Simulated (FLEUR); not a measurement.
# Anisotropy of Co (c factor at fixed volume 0.94 on the database's cell) with FLEUR, part 2 of 2

One state of Co (c factor at fixed volume 0.94 on the database's cell) is converged without symmetry. Force theorems then give its anisotropy.

FLEUR MaX-R8.1; PBE; all-electron FLAPW, Dirac cores, scalar-relativistic bands.

So far. Step 2 (Reference state): After 21 cycles the largest moment stands at 1.68 μB.

### Step 4. Anisotropy by the force theorem, rung 2

Level of this step: PBE; all-electron FLAPW, Dirac cores, scalar-relativistic bands with spin-orbit coupling, force theorem (FLEUR).

A second rung shows how far the first can be trusted.

The k list mae (kpts.xml, not shown) is a Γ-centred 25×25×15 mesh.

inp.xml reads:

```
<?xml version="1.0" encoding="UTF-8" standalone="no"?>
<fleurInput fleurInputVersion="0.39">
   <comment>
      Co
   </comment>
   <calculationSetup>
      <cutoffs Kmax="3.66" Gmax="11.0" GmaxXC="11.0" numbands="74"/>
      <scfLoop itmax="1" minDistance="0.00002" maxIterBroyd="15" imix="Anderson" alpha="0.05" precondParam="0.0" spinf="2.0" sdNocoIR="T"/>
      <coreElectrons ctail="F" frcor="F" kcrel="0" coretail_lmax="0"/>
      <xcFunctional name="pbe" relativisticCorrections="F"/>
      <magnetism jspins="2" l_noco="F" l_ss="F">
         <qss>0.0 0.0 0.0</qss>
         <mtNocoParams l_mperp="F" l_mtNocoPot="F" l_relaxSQA="F" mag_mixing_scheme="0" mix_RelaxWeightOffD="1.0" l_constrained="F" mix_constr="1.0"/>
         <sourceFreeMag l_sourceFree="F" l_scaleMag="F" mag_scale="1.0"/>
      </magnetism>
      <soc l_soc="T" theta="0.0" phi="0.0" spav="F"/>
      <expertModes spex="0" secvar="F"/>
      <geometryOptimization l_f="F" forcealpha="1.0" forcemix="BFGS" epsdisp="0.00001" epsforce="0.00001"/>
      <ldaU l_linMix="F" mixParam="0.05" spinf="1.0"/>
   </calculationSetup>
   <cell>
      <bzIntegration valenceElectrons="34.0" mode="hist" fermiSmearingEnergy="0.00183747">
         <kPointListSelection listName="mae"/>
         <xi:include xmlns:xi="http://www.w3.org/2001/XInclude" href="kpts.xml"> </xi:include>
      </bzIntegration>
      <xi:include xmlns:xi="http://www.w3.org/2001/XInclude" href="sym.xml"> </xi:include>
      <bulkLattice scale="1.0">
         <bravaisMatrix>
            <row-1>    4.8871825541043359     0.0000000033259180     0.0000000000000000</row-1>
            <row-2>   -2.4435912799340005     4.2324242431142833     0.0000000000000000</row-2>
            <row-3>    0.0000000000000000     0.0000000000000000     7.2295365732389669</row-3>
         </bravaisMatrix>
      </bulkLattice>
   </cell>
   <atomSpecies>
      <species name="Cobalt (Co2.000" element="Co" atomicNumber="27">
         <mtSphere radius="2.24" gridPoints="741" logIncrement="0.016"/>
         <atomicCutoffs lmax="8" lnonsphr="6"/>
         <electronConfig flipSpins="F">
            <coreConfig>(1s1/2) (2s1/2) (2p1/2) (2p3/2)</coreConfig>
            <valenceConfig>(3s1/2) (3p1/2) (3p3/2) (4s1/2) (3d3/2) (3d5/2)</valenceConfig>
            <stateOccupation state="(3d3/2)" spinUp="1.5" spinDown="1.3"/>
            <stateOccupation state="(3d5/2)" spinUp="3.0" spinDown="1.2"/>
         </electronConfig>
         <energyParameters s="4" p="4" d="3" f="4"/>
         <lo type="SCLO" l="0" n="3" eDeriv="0"/>
         <lo type="SCLO" l="1" n="3" eDeriv="0"/>
      </species>
   </atomSpecies>
   <atomGroups>
      <atomGroup species="Cobalt (Co2.000">
         <relPos label="                   1">1.000/3.000 -1.000/3.000 1.000/4.000</relPos>
         <force calculate="T" relaxXYZ="TTT"/>
         <nocoParams  alpha="0.0" beta="0.0"/>
      </atomGroup>
      <atomGroup species="Cobalt (Co2.000">
         <relPos label="                   2">-1.000/3.000 1.000/3.000 -1.000/4.000</relPos>
         <force calculate="T" relaxXYZ="TTT"/>
         <nocoParams  alpha="0.0" beta="0.0"/>
      </atomGroup>
   </atomGroups>
   <output dos="F" band="F" slice="F">
      <bandDOS minEnergy="-.5*Htr" maxEnergy="0.5*Htr" sigma="0.015" storeEVData="T"/>
      <plotting iplot="0" polar="F">
         <plot TwoD="T" vec1="  1.0  0.0  0.0" vec2="  0.0  1.0  0.0" vec3="  0.0  0.0  1.0" zero="  0.0  0.0  0.0" file="plot"/>
      </plotting>
      <moessbauerParams electricFieldGradient="F" isomerShift="F" coreHyperfine="F" valenceHyperfine="F"/>
   </output>
   <forceTheorem>
      <MAE theta="0.0 1.5707963 1.5707963 0.7853982" phi="0.0 0.0 0.5235988 0.0"/>
   </forceTheorem>
</fleurInput>
```

Run with:

```console
$ OMP_NUM_THREADS=1 mpirun -n 4 fleur_MPI -warn_only > fleur.log
```

What it wrote:

```text
[banner, memory and clock lines left out]
Welcome to FLEUR        (www.flapw.de)
      MaX-Release 8.1          (www.max-centre.eu)
************FLEUR-Warning*****************
Error message: k-point set is not compatible to missing time-reversal symmetry in calculation.
Error occurred in subroutine: gen_bz
Error from PE:0/4
*****************************************

 ========== k-point set info ==========
 Selected k-point list: mae
 k-point list type: mesh
 0 x 0 x 0
 Number of k points: 4688

 [... set-up left out ...]
 ********************************************************************
 Run finished successfully
 Stop message:
   Forcetheorem MAE
 ********************************************************************

--- out.xml (force theorem) ---
<Forcetheorem_MAE Angles="4" units="Htr">
            <Angle theta="0.0000000" phi="0.0000000" ev-sum="-29.297780871"/>
            <Angle theta="1.5707963" phi="0.0000000" ev-sum="-29.297769273"/>
            <Angle theta="1.5707963" phi="0.5235988" ev-sum="-29.297769284"/>
            <Angle theta="0.7853982" phi="0.0000000" ev-sum="-29.297775163"/>
         </Forcetheorem_MAE>
```

It took 5.6 min on 4 MPI ranks of Arm Neoverse V1, shared host; peak memory 3.5 GiB.

Anisotropy energies, by row:

```
                              axis       x    y       z  band energy less the first axis' (meV a cell)
                             [001]       0    0       1                                              0
                             [100]       1    0       0                                         0.3156
                             [210]   0.866  0.5       0                                         0.3153
45 degrees from [001] toward [100]  0.7071    0  0.7071                                         0.1553
```

### Step 5. Spin–orbit coupling, moments along [001]

Spin–orbit coupling ties the spins to the lattice and lets orbital moments form.

A new self-consistent run of the start ferro ++, with the moments along z. The k list default-1 (kpts.xml, not shown) is a Γ-centred 25×25×15 mesh.

inp.xml reads:

```
<?xml version="1.0" encoding="UTF-8" standalone="no"?>
<fleurInput fleurInputVersion="0.39">
   <comment>
      Co
   </comment>
   <calculationSetup>
      <cutoffs Kmax="3.66" Gmax="11.0" GmaxXC="11.0" numbands="74"/>
      <scfLoop itmax="110" minDistance="0.00002" maxIterBroyd="15" imix="Anderson" alpha="0.05" precondParam="0.0" spinf="2.0" sdNocoIR="T"/>
      <coreElectrons ctail="T" frcor="F" kcrel="0" coretail_lmax="0"/>
      <xcFunctional name="pbe" relativisticCorrections="F"/>
      <magnetism jspins="2"/>
      <soc l_soc="T" theta="0.0" phi="0.0" spav="F"/>
      <expertModes spex="0" secvar="F"/>
      <geometryOptimization l_f="F" forcealpha="1.0" forcemix="BFGS" epsdisp="0.00001" epsforce="0.00001"/>
      <ldaU l_linMix="F" mixParam="0.05" spinf="1.0"/>
   </calculationSetup>
   <cell>
      <bzIntegration valenceElectrons="34.0" mode="hist" fermiSmearingEnergy="0.00183747">
         <kPointListSelection listName="default-1"/>
         <xi:include xmlns:xi="http://www.w3.org/2001/XInclude" href="kpts.xml"> </xi:include>
      </bzIntegration>
      <xi:include xmlns:xi="http://www.w3.org/2001/XInclude" href="sym.xml"> </xi:include>
      <bulkLattice scale="1.0">
         <bravaisMatrix>
            <row-1>    4.8871825541043359     0.0000000033259180     0.0000000000000000</row-1>
            <row-2>   -2.4435912799340005     4.2324242431142833     0.0000000000000000</row-2>
            <row-3>    0.0000000000000000     0.0000000000000000     7.2295365732389669</row-3>
         </bravaisMatrix>
      </bulkLattice>
   </cell>
   <atomSpecies>
      <species name="Cobalt (Co2.000" element="Co" atomicNumber="27">
         <mtSphere radius="2.24" gridPoints="741" logIncrement="0.016"/>
         <atomicCutoffs lmax="8" lnonsphr="6"/>
         <electronConfig flipSpins="F">
            <coreConfig>(1s1/2) (2s1/2) (2p1/2) (2p3/2)</coreConfig>
            <valenceConfig>(3s1/2) (3p1/2) (3p3/2) (4s1/2) (3d3/2) (3d5/2)</valenceConfig>
            <stateOccupation state="(3d3/2)" spinUp="1.5" spinDown="1.3"/>
            <stateOccupation state="(3d5/2)" spinUp="3.0" spinDown="1.2"/>
         </electronConfig>
         <energyParameters s="4" p="4" d="3" f="4"/>
         <lo type="SCLO" l="0" n="3" eDeriv="0"/>
         <lo type="SCLO" l="1" n="3" eDeriv="0"/>
      </species>
   </atomSpecies>
   <atomGroups>
      <atomGroup species="Cobalt (Co2.000">
         <relPos label="                   1">1.000/3.000 -1.000/3.000 1.000/4.000</relPos>
         <relPos label="                   2">-1.000/3.000 1.000/3.000 -1.000/4.000</relPos>
         <force calculate="T" relaxXYZ="TTT"/>
      </atomGroup>
   </atomGroups>
   <output dos="F" band="F" slice="F">
      <bandDOS minEnergy="-.5*Htr" maxEnergy="0.5*Htr" sigma="0.015" storeEVData="T"/>
      <plotting iplot="0" polar="F">
         <plot TwoD="T" vec1="  1.0  0.0  0.0" vec2="  0.0  1.0  0.0" vec3="  0.0  0.0  1.0" zero="  0.0  0.0  0.0" file="plot"/>
      </plotting>
      <moessbauerParams electricFieldGradient="F" isomerShift="F" coreHyperfine="F" valenceHyperfine="F"/>
   </output>
</fleurInput>
```

crystal.txt reads:

```
Co
&input film=F cartesian=F /
2.58618563319  0.00000000176  0.00000000000
-1.29309281812  2.23970245636  0.00000000000
0.00000000000  0.00000000000  3.82570600000
1.8897261246
1.0 1.0 1.0

2
27 0.33333333333  0.66666666667  0.25000000000 : 2.000
27 0.66666666667  0.33333333333  0.75000000000 : 2.000

&soc 0.0000000 0.0000000 /
&kpt div1=25 div2=25 div3=15 gamma=T /
```

Run with:

```console
$ OMP_NUM_THREADS=1 inpgen -f crystal.txt > inpgen.log  # inp.xml is then edited as shown
$ OMP_NUM_THREADS=1 mpirun -n 4 fleur_MPI > fleur.log
```

What it wrote:

```text
[banner, memory and clock lines left out]
Welcome to FLEUR        (www.flapw.de)
      MaX-Release 8.1          (www.max-centre.eu)

 ========== k-point set info ==========
 Selected k-point list: default-1
 k-point list type: mesh
 25 x 25 x 15
 Number of k points: 840

 [... set-up left out ...]
 Iteration:     1   Distance:       8.55654345 me/bohr^3
 Iteration:     2   Distance:       7.24278506 me/bohr^3
 Iteration:     3   Distance:       4.00600735 me/bohr^3
 Iteration:     4   Distance:       0.96936699 me/bohr^3
 Iteration:     5   Distance:       0.88066150 me/bohr^3
 Iteration:     6   Distance:       0.22933510 me/bohr^3
 Iteration:     7   Distance:       0.22911794 me/bohr^3
 Iteration:     8   Distance:       0.11045189 me/bohr^3
 Iteration:     9   Distance:       0.07664179 me/bohr^3
 Iteration:    10   Distance:       0.04813166 me/bohr^3
 Iteration:    11   Distance:       0.00922383 me/bohr^3
 Iteration:    12   Distance:       0.01098200 me/bohr^3
 Iteration:    13   Distance:       0.00056653 me/bohr^3
 Iteration:    14   Distance:       0.00151520 me/bohr^3
 Iteration:    15   Distance:       0.00016706 me/bohr^3
 Iteration:    16   Distance:       0.00016118 me/bohr^3
 Iteration:    17   Distance:       0.00003490 me/bohr^3
 Iteration:    18   Distance:       0.00001621 me/bohr^3

 ********************************************************************
 Run finished successfully
 Stop message:
   all done
 ********************************************************************

--- out.xml (last complete iteration) ---
<iteration numberForCurrentRun="   18" overallNumber="   18">
         [... left out ...]
         <bandgap value="0.0000000000" units="eV"/>
         <sumValenceSingleParticleEnergies value="-29.2940364552" units="Htr"/>
         <FermiEnergy value="0.3509851296" units="Htr"/>
         [... left out ...]
         <magneticMomentsInMTSpheres units="muBohr">
            <globalMagMoment atomType="1" vec="0.00000   0.00000   1.67196"/>
         </magneticMomentsInMTSpheres>
         <orbitalMomentsInMTSpheres units="muBohr">
            <globalMagMoment atomType="1" vec="0.00000   0.00000   0.08732"/>
         </orbitalMomentsInMTSpheres>
         [... left out ...]
         <totalEnergy value="    -2786.9485159661" units="Htr">
            <sumOfEigenvalues value="    -1604.3956731615">
               <coreElectrons value="-1575.1016367063"/>
               <valenceElectrons value="-29.2940364552"/>
            </sumOfEigenvalues>
         [... left out ...]
            <freeEnergy value="-2786.9490726838"/>
            <extrapolationTo0K value="-2786.9487943250"/>
         </totalEnergy>
         <densityConvergence units="me/bohr^3">
            <chargeDensity spin="1" distance="0.0000043963"/>
            <chargeDensity spin="2" distance="0.0000123227"/>
            <overallChargeDensity distance="0.0000162056"/>
            <spinDensity distance="0.0000089292"/>
         </densityConvergence>
      </iteration>
```

Run time: 5 min. Hardware: 4 MPI ranks; peak memory 0.77 GiB; 20 min of CPU time.

Read from the output:

```
free energy                                                       : -75836.7477 eV
program's band gap on this mesh (in a metal only a level spacing) : 0 eV
magnetization                                                     : 3.203 μB
final state                                                       : ferromagnetic
largest moment                                                    : 1.672 μB
orbital moment along the spin                                     : 0.08732 μB
```

Orbital moment in the sphere, along the spin axis by atom:

```
atom  orbital moment in the sphere, along the spin axis (μB)
 Co1                                                  0.0873
 Co2                                                  0.0873
```

### Step 6. Summary of results

```
reference state                                                             : ferromagnetic
largest sphere moment                                                       : 1.68 μB
easy direction of those tried                                               : [001]
energy along [100] less [001], force theorem                                : 0.316 meV a primitive cell
orbital moment on the atom of largest spin, along its spin (spin–orbit run) : 0.0873 μB
```

By the force theorem the moments prefer [001]; shape anisotropy is not in it. The difference for the second direction goes from 0.27 meV (mesh 17×17×10, 74 states, 7 min of CPU time) to 0.32 meV (mesh 25×25×15, 74 states, 22 min), so it is not converged. The orbital moment is parallel to the spin, as Hund's third rule has it for a shell over half filled. The state was typed, and no other order was converged beside it, so it need not be the ground state.

[Logs and program files are shortened in this print: banners, set-up blocks, solver, clock and traceback lines can be left out without a mark of their own.]

[Logs are printed without paths, hosts, clocks, repeated set-up lines and the standing remarks that a program may print on its own settings, such as how far it seeks lower states.]

[Hosts, paths, dates, database ids (printed as entryN), source tags and the programs' standing remarks are cut or masked in the printed files.]

[Where a cell is said to come from a database of computed structures, the database is the Materials Project.]
